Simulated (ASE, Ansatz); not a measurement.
# (16,0) 1T-TaS2 nanotube (96 atoms): support functions against a reference

Aim: test how closely localised support functions follow the reference on (16,0) 1T-TaS2 nanotube (96 atoms), and at what cost. A setting counts as converged where the r.m.s. difference of forces stays under 1 % of the r.m.s. force.

Calculated with Ansatz 0.2.0; Kohn-Sham DFT, PBE+D4, PAW (set soft_2), plane waves.

## Step 1: Starting point

The cell holds 96 atoms: 32 Ta and 64 S. Cell: a = 29.172 Å, b = 29.172 Å, c = 5.820 Å, α = 90.0°, β = 90.0°, γ = 90.0°. It derives from TaS2 (1T-TaS2). 1T-TaS2 sheet (a = 3.36 Å) rolled into a (16,0) tube of diameter 17.11 Å, 1 period, 9 Å of vacuum; every coordinate displaced by a Gaussian of 0.03 Å. Vacuum lies along a and b. The structure repeats along c.

Limits known from the start: The cell is under 6 Å thick along one periodic direction, so every atom has periodic images of itself close by, which move with it and show among its neighbours and in g(r). Beside vacuum, support functions can miss their usual error bounds without a warning. The Brillouin zone is sampled at Γ only, in a cell whose periodic width is 6 Å. No spin–orbit coupling is included, so levels derived from the heavy atoms are approximate.

## Step 2: Plane-wave single point

The first run fixes the reference, at a cutoff of 420 eV.

File input.yaml:

```yaml
crystal:
  lattice:
    - [29.17234, 0.0, 0.0]
    - [0.0, 29.17234, 0.0]
    - [0.0, 0.0, 5.81969]
  atoms:
    - { symbol: Ta, position: [0.79409, 0.50098, 0.00515] }
    - { symbol: S, position: [0.84672, 0.50125, 0.33408] }
    - { symbol: S, position: [0.73543, 0.54588, 0.15891] }
    - { symbol: Ta, position: [0.77238, 0.61072, 0.01396] }
    - { symbol: S, position: [0.81694, 0.63341, 0.3308] }
    - { symbol: S, position: [0.69937, 0.63525, 0.16876] }
    - { symbol: Ta, position: [0.78891, 0.55757, 0.48054] }
    - { symbol: S, position: [0.83854, 0.56705, 0.84266] }
    - { symbol: S, position: [0.7231, 0.59235, 0.65752] }
    - { symbol: Ta, position: [0.70719, 0.7066, 0.99392] }
    - { symbol: S, position: [0.74572, 0.74452, 0.33229] }
    - { symbol: S, position: [0.63221, 0.69903, 0.1687] }
    - { symbol: Ta, position: [0.74382, 0.66233, 0.49103] }
    - { symbol: S, position: [0.78774, 0.69377, 0.83137] }
    - { symbol: S, position: [0.66967, 0.67154, 0.66341] }
    - { symbol: Ta, position: [0.61167, 0.77249, 0.00398] }
    - { symbol: S, position: [0.63325, 0.81891, 0.33684] }
    - { symbol: S, position: [0.54864, 0.73399, 0.16647] }
    - { symbol: Ta, position: [0.6635, 0.74261, 0.50377] }
    - { symbol: S, position: [0.69343, 0.78617, 0.83149] }
    - { symbol: S, position: [0.59128, 0.7234, 0.6657] }
    - { symbol: Ta, position: [0.50211, 0.79435, 0.99943] }
    - { symbol: S, position: [0.49804, 0.84553, 0.32529] }
    - { symbol: S, position: [0.4512, 0.73544, 0.16299] }
    - { symbol: Ta, position: [0.55667, 0.7877, 0.49939] }
    - { symbol: S, position: [0.56749, 0.8394, 0.83754] }
    - { symbol: S, position: [0.50141, 0.74199, 0.66699] }
    - { symbol: Ta, position: [0.38781, 0.76915, 0.0053] }
    - { symbol: S, position: [0.36937, 0.81755, 0.32783] }
    - { symbol: S, position: [0.36673, 0.70057, 0.16106] }
    - { symbol: Ta, position: [0.44284, 0.78887, 0.49977] }
    - { symbol: S, position: [0.43114, 0.83942, 0.83397] }
    - { symbol: S, position: [0.40733, 0.72371, 0.66064] }
    - { symbol: Ta, position: [0.29125, 0.70624, 0.99797] }
    - { symbol: S, position: [0.25805, 0.74475, 0.33569] }
    - { symbol: S, position: [0.29883, 0.6335, 0.17117] }
    - { symbol: Ta, position: [0.33688, 0.74419, 0.50277] }
    - { symbol: S, position: [0.30864, 0.78556, 0.84233] }
    - { symbol: S, position: [0.32936, 0.66661, 0.66001] }
    - { symbol: Ta, position: [0.22937, 0.61327, 0.99745] }
    - { symbol: S, position: [0.17953, 0.63196, 0.32967] }
    - { symbol: S, position: [0.2647, 0.54586, 0.17396] }
    - { symbol: Ta, position: [0.2561, 0.66233, 0.49856] }
    - { symbol: S, position: [0.21135, 0.69329, 0.83183] }
    - { symbol: S, position: [0.27707, 0.59129, 0.67056] }
    - { symbol: Ta, position: [0.20688, 0.49964, 0.00393] }
    - { symbol: S, position: [0.15565, 0.50011, 0.33711] }
    - { symbol: S, position: [0.26366, 0.45188, 0.17114] }
    - { symbol: Ta, position: [0.21293, 0.55606, 0.5013] }
    - { symbol: S, position: [0.16066, 0.56727, 0.82913] }
    - { symbol: S, position: [0.25953, 0.5012, 0.66388] }
    - { symbol: Ta, position: [0.2316, 0.38636, 0.01098] }
    - { symbol: S, position: [0.18061, 0.3674, 0.33954] }
    - { symbol: S, position: [0.30027, 0.36761, 0.1711] }
    - { symbol: Ta, position: [0.21257, 0.44128, 0.49727] }
    - { symbol: S, position: [0.15885, 0.43309, 0.83256] }
    - { symbol: S, position: [0.27666, 0.40683, 0.65865] }
    - { symbol: Ta, position: [0.2923, 0.29345, 0.00766] }
    - { symbol: S, position: [0.25641, 0.25689, 0.33697] }
    - { symbol: S, position: [0.3652, 0.30124, 0.16272] }
    - { symbol: Ta, position: [0.25664, 0.33734, 0.50186] }
    - { symbol: S, position: [0.21055, 0.30889, 0.83669] }
    - { symbol: S, position: [0.33005, 0.33024, 0.65995] }
    - { symbol: Ta, position: [0.3885, 0.22954, 0.0128] }
    - { symbol: S, position: [0.36803, 0.18127, 0.34178] }
    - { symbol: S, position: [0.45336, 0.26241, 0.16359] }
    - { symbol: Ta, position: [0.33728, 0.25632, 0.49975] }
    - { symbol: S, position: [0.30724, 0.21034, 0.82663] }
    - { symbol: S, position: [0.40801, 0.27766, 0.6615] }
    - { symbol: Ta, position: [0.50038, 0.20534, 0.00767] }
    - { symbol: S, position: [0.49825, 0.15363, 0.33013] }
    - { symbol: S, position: [0.54518, 0.26416, 0.16216] }
    - { symbol: Ta, position: [0.44212, 0.2124, 0.49524] }
    - { symbol: S, position: [0.43346, 0.1615, 0.83598] }
    - { symbol: S, position: [0.49972, 0.25715, 0.66798] }
    - { symbol: Ta, position: [0.61258, 0.22789, 0.01108] }
    - { symbol: S, position: [0.63254, 0.18029, 0.32558] }
    - { symbol: S, position: [0.63338, 0.29976, 0.15979] }
    [... 12 atom lines left out ...]
    - { symbol: Ta, position: [0.74659, 0.33578, 0.50495] }
    - { symbol: S, position: [0.78735, 0.30766, 0.83701] }
    - { symbol: S, position: [0.7235, 0.40697, 0.66051] }
    - { symbol: Ta, position: [0.78836, 0.44362, 0.50038] }
    - { symbol: S, position: [0.83976, 0.43008, 0.84617] }
    - { symbol: S, position: [0.74176, 0.4988, 0.66709] }
kpoints:
  mp_grid: { grid: [1, 1, 1] }
hamiltonian:
  xc: pbe
  dispersion: d4
scf:
  occupations: { method: gaussian, width: 0.05 }
output:
  forces: true
  populations: true
  dos:
    method: { smearing: { sigma: 0.15 } }
    de: 0.1
    projected: { site_lists: { S: [S], Ta: [Ta] } }
  eigenvalues: true
  write_density: true
  write_potential: true
  volumetric_format: npy
```

Command:

```
$ ansatz run input.yaml --threads 8 --pin off --max-ram 15872MiB --backend cpu --events-out ev --progress --plain --runs-dir out
```

Numbers of over 12 decimals in the logs are rounded to 6 here.

Output:

```text
Engine: ansatz 0.2.0, aarch64-unknown-linux-gnu
Pseudopotentials: kind: paw
Pseudopotential: Ta, paw, valence charge 13, recommended cutoff 420 eV (normal), Ta.paw.azcp
Pseudopotential: S, paw, valence charge 6, recommended cutoff 420 eV (normal), S.paw.azcp
[... 5 lines on functional and potentials left out ...]
Crystal: 96 atoms, lattice volume = 4952.704 Å³
Basis set: ecut = 420 eV, 96923 PW (Γ), exchange–correlation on 400×400×80 points (8 copies of the dense FFT grid, shifted against one another)
Bands: 496, of which v1, the nominal top of the filled ones, is band 400 counted from 1 (399 counted from 0)
Symmetry: 1 space group operations
Space group: P1 (ITA 1), of the structure as read, at distance tolerance 1.7e-4 Å
k-points: 1
[... 5 lines on functional and potentials left out ...]
Initial density: superposition of atomic densities (neutral atoms: chi_scale 0, normalization atom), corrected by the library's trained network
Initial wavefunctions: pseudopotential atomic-orbital guess
Functional: x = pbe(κ = 0.804, μ = 0.219515), c = pbe(β = 0.066725)
SCF iter   1: F=—  HF=-375656.214190 eV  |F-HF|=—  |Δ(HF+E_count)|=         —  Δρ=6.05e-3  dr2=6.85e0  ethr=1.77e-3  ⟨swp⟩=8.0  Hψ=2284  notcnv=0  defer=3
preconditioner: auto → LDOS  [metal: Δε(μ)=0.005 eV  Ē_g=7.864 eV  σ=0.050 eV  W_gap=0.06  n_scr=662 (ndim 8)  ℏωp=12.3 eV  f_vac=0.594  D(μ)=171.46/eV (n_scr^D=1336)  β→1.0]
SCF iter   2: F=—  HF=-375655.853838 eV  |F-HF|=—  |Δ(HF+E_count)|=   3.60e-1  Δρ=3.92e-3  dr2=2.81e0  ethr=8.56e-4  ⟨swp⟩=2.0  Hψ=591  notcnv=0  defer=68
SCF iter   3: F=—  HF=-375655.813238 eV  |F-HF|=—  |Δ(HF+E_count)|=   4.06e-2  Δρ=2.09e-3  dr2=5.83e-1  ethr=3.51e-4  ⟨swp⟩=2.0  Hψ=430  notcnv=0  defer=68
SCF iter   4: F=—  HF=-375655.795162 eV  |F-HF|=—  |Δ(HF+E_count)|=   1.81e-2  Δρ=1.34e-3  dr2=2.03e-1  ethr=7.29e-5  ⟨swp⟩=2.0  Hψ=429  notcnv=0  defer=68
SCF iter   5: F=—  HF=-375655.782869 eV  |F-HF|=—  |Δ(HF+E_count)|=   1.23e-2  Δρ=7.83e-4  dr2=7.83e-2  ethr=2.54e-5  ⟨swp⟩=2.0  Hψ=636  notcnv=0  defer=68
SCF iter   6: F=—  HF=-375655.778899 eV  |F-HF|=—  |Δ(HF+E_count)|=   3.97e-3  Δρ=4.51e-4  dr2=2.69e-2  ethr=9.79e-6  ⟨swp⟩=2.0  Hψ=442  notcnv=0  defer=68
SCF iter   7: F=—  HF=-375655.778662 eV  |F-HF|=—  |Δ(HF+E_count)|=   2.37e-4  Δρ=2.35e-4  dr2=9.65e-3  ethr=3.37e-6  ⟨swp⟩=2.0  Hψ=611  notcnv=0  defer=68
SCF iter   8: F=—  HF=-375655.778827 eV  |F-HF|=—  |Δ(HF+E_count)|=   1.65e-4  Δρ=1.70e-4  dr2=3.88e-3  ethr=1.21e-6  ⟨swp⟩=1.0  Hψ=428  notcnv=0  defer=68
SCF iter   9: F=—  HF=-375655.778730 eV  |F-HF|=—  |Δ(HF+E_count)|=   9.71e-5  Δρ=1.02e-4  dr2=1.34e-3  ethr=4.85e-7  ⟨swp⟩=2.0  Hψ=444  notcnv=0  defer=68
SCF iter  10: F=—  HF=-375655.778670 eV  |F-HF|=—  |Δ(HF+E_count)|=   5.93e-5  Δρ=6.41e-5  dr2=4.68e-4  ethr=1.68e-7  ⟨swp⟩=2.0  Hψ=639  notcnv=0  defer=68
[...]
SCF iter  12: F=—  HF=-375655.778664 eV  |F-HF|=—  |Δ(HF+E_count)|=   1.25e-5  Δρ=2.96e-5  dr2=1.66e-4  ethr=5.09e-8  ⟨swp⟩=2.0  Hψ=434  notcnv=0  defer=68
SCF iter  13: F=—  HF=-375655.778698 eV  |F-HF|=—  |Δ(HF+E_count)|=   3.35e-5  Δρ=2.07e-5  dr2=6.83e-5  ethr=2.08e-8  ⟨swp⟩=2.0  Hψ=705  notcnv=0  defer=68
SCF iter  14: F=—  HF=-375655.774206 eV  |F-HF|=—  |Δ(HF+E_count)|=   4.49e-3  Δρ=1.23e-5  dr2=1.97e-5  ethr=8.54e-9  ⟨swp⟩=1.0  Hψ=496  notcnv=0  defer=68
SCF iter  15: F=—  HF=-375655.774207 eV  |F-HF|=—  |Δ(HF+E_count)|=   8.41e-7  Δρ=7.57e-6  dr2=7.33e-6  ethr=2.46e-9  ⟨swp⟩=3.0  Hψ=558  notcnv=0  defer=68
SCF iter  16: F=—  HF=-375655.774207 eV  |F-HF|=—  |Δ(HF+E_count)|=   3.78e-7  Δρ=5.72e-6  dr2=4.73e-6  ethr=9.16e-10  ⟨swp⟩=2.0  Hψ=558  notcnv=0  defer=68
SCF iter  17: F=—  HF=-375655.774208 eV  |F-HF|=—  |Δ(HF+E_count)|=   3.71e-7  Δρ=3.94e-6  dr2=2.45e-6  ethr=5.91e-10  ⟨swp⟩=2.0  Hψ=442  notcnv=0  defer=68
SCF iter  18: F=—  HF=-375655.774208 eV  |F-HF|=—  |Δ(HF+E_count)|=   1.44e-7  Δρ=2.39e-6  dr2=8.40e-7  ethr=3.07e-10  ⟨swp⟩=2.0  Hψ=634  notcnv=0  defer=68
SCF iter  19: F=—  HF=-375655.774208 eV  |F-HF|=—  |Δ(HF+E_count)|=   1.05e-7  Δρ=1.56e-6  dr2=3.87e-7  ethr=1.05e-10  ⟨swp⟩=2.0  Hψ=640  notcnv=0  defer=68
SCF iter  20: F=—  HF=-375655.774208 eV  |F-HF|=—  |Δ(HF+E_count)|=   6.45e-8  Δρ=1.09e-6  dr2=1.51e-7  ethr=4.84e-11  ⟨swp⟩=2.0  Hψ=704  notcnv=0  defer=68
SCF iter  21: F=-375655.774208 eV  HF=-375655.774208 eV  |F-HF|=2.72e-8  |Δ(HF+E_count)|=   3.74e-8  Δρ=7.54e-7  dr2=8.97e-8  ethr=1.25e-11  ⟨swp⟩=29.0  Hψ=4513  notcnv=0
SCF 1 converged in 21 iterations: F = -375655.774208 eV  dr2 = 8.97e-8
  greatest PAW one-centre occupation: 0.999 electrons in one spin orbital (limit 2), on the Ta atom at site 27 (counted from 0), in its partial waves of l = 0
WARN: The output density's exchange-correlation potential varies sharply where the density is thin. Do not read a vacuum level from v_tot or v_xc, or from such a field of the output density. On a cell that repeats whose density bears no net charge and no dipole along the vacuum's axis use v_es (v_loc + v_h of the components); [...]
SCF converged after 21 iterations
Free energy (F): -375655.774208 eV
Harris-Foulkes:  -375655.774208 eV  (|F-HF|=2.72e-8)
Internal energy: -375655.513566 eV  (E = F + TS)
E sigma→0 (E₀):  -375655.643887 eV
Entropy (-TS):   -0.260642 eV (-2.715 meV/atom)
Fermi energy:    1.040468 eV
--- Per-component energies (eV) ---
  E_band       = -13836.952159
  E_kinetic    = 18661.880595
  E_local      = -408855.028078  (includes V_loc(G=0)·N_el)
  E_nonlocal   = 2296.924822
  E_hartree    = 195087.561780
  E_xc         = -13239.981381
  E_vxc        = -12169.246085  (∫ρ·V_xc dr)
  E_paw        = -307121.718669  (= ΣΔE_a)
  E_vpaw       = -3946.590824  (= ΣTr[D̂ρ^β])
  E_aug_tail   = 0.004910  (compensation charges beyond the density's cutoff)
  E_ewald      = 137538.378896
  E_disp       = -23.536441  (pairwise vdW)
  E_smearing   = -0.260642  (= −TS)
  E_closure    = -0.000000  (closes the sum)
  Σ components = -375655.774208   (vs F -375655.774208, Δ=0.00e0)
--- Forces (eV/Å), atoms counted from 1 ---
  atom   1  Ta     1.39039024    -0.69628843    -0.77126601
  atom   2  S     -0.34381846    -0.30221606     0.11084977
  atom   3  S     -0.27954451     0.27140646     0.54804821
  atom   4  Ta     0.44987717     0.64686292    -0.86762686
  atom   5  S      0.66439267     0.02403850     0.66847336
  atom   6  S      0.08825728    -1.04490428     0.10570019
  atom   7  Ta     0.44716989     0.13927226    -0.22773220
  atom   8  S     -0.60292728     0.06038606    -0.37229847
  atom   9  S      0.05130366    -0.17167859     0.46975556
  atom  10  Ta     1.06987170     1.54573977    -0.94065361
  atom  11  S     -1.04535638    -0.66034465    -0.17689046
  atom  12  S      0.36064553     0.44064331     0.26560658
  atom  13  Ta     1.25608320     1.04284956     0.48231707
  atom  14  S     -0.85136425    -0.73814928     0.10790094
[...]
atom  95  S     -0.78096107     0.59156893    -0.45009845
  atom  96  S      0.03200211     0.54741124     0.31542046
  max |Σ_I F_I| component: 7.68e-5 eV/Å
--- Band table (eV) ---
  k-point 0: bands = ["-67.9721", "-67.9548", "-67.9548", "-67.9456", [... 480 levels ...], "4.0540", "4.0813", "4.1077", "4.1515", "4.2046", "4.2062", "4.2474", "4.2576", "4.2750", "4.2983", "4.3071", "4.3559"]
--- Löwdin populations: 96 sites ---
  site symbol       q [e]
     0     Ta     12.4521
     1      S      6.2323
     2      S      6.0309
[...]
95      S      6.1077
  spilling = 0.008567 (of n_electrons = 800.000000)
```

Elapsed: 71 s, on 8 threads of Arm Neoverse V2, shared host; peak memory 6.2 GiB.

The program notes that the exchange-correlation potential is rough where the density is thin.

The run gave:

| Item | Value |
| --- | --- |
| free energy | -375655.7742 eV |
| free energy per atom | -3913.0810 eV/atom |
| SCF cycles | 21 |
| r.m.s. force component | 0.7043 eV/Å |
| longest force | 2.677 eV/Å |
| Fermi energy | 1.04 eV |
| levels partly filled by over 2 per cent | 14 |
| spilling of the projection | 0.008567 |

Length of the force by element:

```csv
element,coordination,atoms,mean length of the force (eV/Å),spread,least,most
S,all,64,0.777,0.352,0.260,1.84
Ta,all,32,1.64,0.571,0.521,2.68
```

Löwdin charges by element (they lack the spilled electrons, 0.071 e an atom on average):

```csv
element,coordination,atoms,mean charge (e),spread,least,most
S,all,64,-0.172,0.0855,-0.315,-0.0309
Ta,all,32,0.559,0.017,0.531,0.589
```

States in the cell by windows of 1 eV, zero at the Fermi level; the larger projections on atomic orbitals stand beside the total:

```csv
from (eV),to (eV),total,S p,Ta d,S s
-14,-13,69.3,1.5,8.3,56.1
-13,-12,23.9,0.3,2.7,20.5
-12,-8,0.0,0.0,0.0,0.0
-8,-7,25.9,17.8,5.3,0.2
-7,-6,41.1,26.5,10.1,1.6
-6,-5,52.9,34.3,13.2,1.7
-5,-4,93.4,59.6,28.4,2.4
-4,-3,104.3,77.2,19.7,4.2
-3,-2,46.6,36.7,7.5,1.1
-2,-1,19.6,14.0,4.7,0.3
-1,0,29.9,9.2,19.4,0.1
0,1,71.0,21.7,45.8,0.3
1,2,48.5,12.1,33.5,0.2
```

Between -26 and -14 eV lie 35 more states.

The stored curve holds about 542 of the 800 electrons; the rest, give or take the few that broadening carries across the Fermi level, lie in deeper levels below its range.

The levels nearest the highest filled one (over half full), pooled over k-points and spins:

```csv
level less the highest filled one (eV),occupation
-0.0328,1.66
-0.0289,1.6
-0.0194,1.43
-0.0088,1.22
-0.0046,1.12
0,1.02
0.0083,0.831
0.0149,0.69
0.0237,0.517
0.0514,0.153
0.0655,0.067
0.091,0.011
```

Valence density in the cb plane at fractional x = 0.258, with atoms of S and Ta within 0.2 Å of it. It is the smooth field of the valence electrons, not physical close to the nuclei.

Ten steps, logarithmic in the rise over the least value, from '_' (0.0 e/Å³) to '@' (3.3 e/Å³), each cell a mean:
```
________________________________
________________________________
________________________________
________________________________
______..........______..........
::::==++********==::....::::::::
++++++**##**##**++--::::--====++
++========++%%@@@@%%**======++++
**++++++++++%%@@@@@@##++======++
##**++++==----==++########******
**########**++==++******++==--==
++********++====**##******++====
++********++====++********++--==
**########**====++******++==--==
%%##**++==----==**######**++++##
++++++++==++%%@@@@@@##++======++
++++======++##%%%%%%**======++++
====++**##**####++--::::::----==
..::--++******++--::....::::::::
______________________....::....
________________________________
________________________________
________________________________
________________________________
```
Columns run along c (5.8 Å), rows up along b (29.2 Å). Atoms in or near the plane, at fractional coordinates: S at (0.34, 0.74), S at (0.17, 0.55), Ta at (0.50, 0.66), S at (0.17, 0.45), S at (0.66, 0.50), S at (0.34, 0.26), Ta at (0.50, 0.34).

Electrostatic potential energy in the cb plane at fractional x = 0.258, with atoms of S and Ta within 0.2 Å of it. With pseudopotentials it is smooth inside the atoms' cores, unlike the true potential.

Ten even steps from '_' (-35 eV) to '@' (6 eV), each cell a mean:
```
@@@@@@@@@@@@@@@@@@@@@@@@@@@@@@@@
@@@@@@@@@@@@@@@@@@@@@@@@@@@@@@@@
@@@@@@@@@@@@@@@@@@@@@@@@@@@@@@@@
@@@@@@@@@@@@@@@@@@@@@@@@@@@@@@@@
@@@@@@@@@@@@@@@@@@@@@@@@@@@@@@@@
@@@@@@##==----**%%@@@@@@@@@@@@@@
**####**--::::++%%@@@@@@@@%%##**
**##%%%%%%**--....::++##%%%%##**
**####%%%%**--......==##%%%%##**
==++##%%%%@@%%%%##==::::++##**==
##--....::**%%%%####****##%%@@%%
%%**====**%%%%%%**::::::--##%%%%
##==----++##%%%%##==----++%%%%%%
**--::::--##%%%%##**++**##%%%%%%
::--**##%%%%%%%%##==::--**##++--
**####%%%%**::______--##%%%%%%##
****##%%%%##==--::--**%%%%%%##**
######++......--%%@@@@@@@@@@%%##
@@@@@@%%**++++##@@@@@@@@@@@@@@@@
@@@@@@@@@@@@@@@@@@@@@@@@@@@@@@@@
@@@@@@@@@@@@@@@@@@@@@@@@@@@@@@@@
@@@@@@@@@@@@@@@@@@@@@@@@@@@@@@@@
@@@@@@@@@@@@@@@@@@@@@@@@@@@@@@@@
@@@@@@@@@@@@@@@@@@@@@@@@@@@@@@@@
```
Columns run along c (5.8 Å; values clipped at the 3rd and 97th percentile), rows up along b (29.2 Å). Atoms in or near the plane, at fractional coordinates: S at (0.34, 0.74), S at (0.17, 0.55), Ta at (0.50, 0.66), S at (0.17, 0.45), S at (0.66, 0.50), S at (0.34, 0.26), Ta at (0.50, 0.34).

Mean Löwdin charges: S -0.17, Ta +0.56 e (they miss 0.86 % of the electrons, so they add up to more than the cell's charge). Within 0.4 eV of the Fermi level the largest share is Ta d (73 % of the projected weight).

(Continued in part 2 of 2.)

[Logs are printed without paths, hosts, clocks, repeated set-up lines and the standing remarks that a program may print on its own settings, such as how far it seeks lower states.]

[Hosts, paths, dates, database ids (printed as entryN), source tags and the programs' standing remarks are cut or masked in the printed files.]
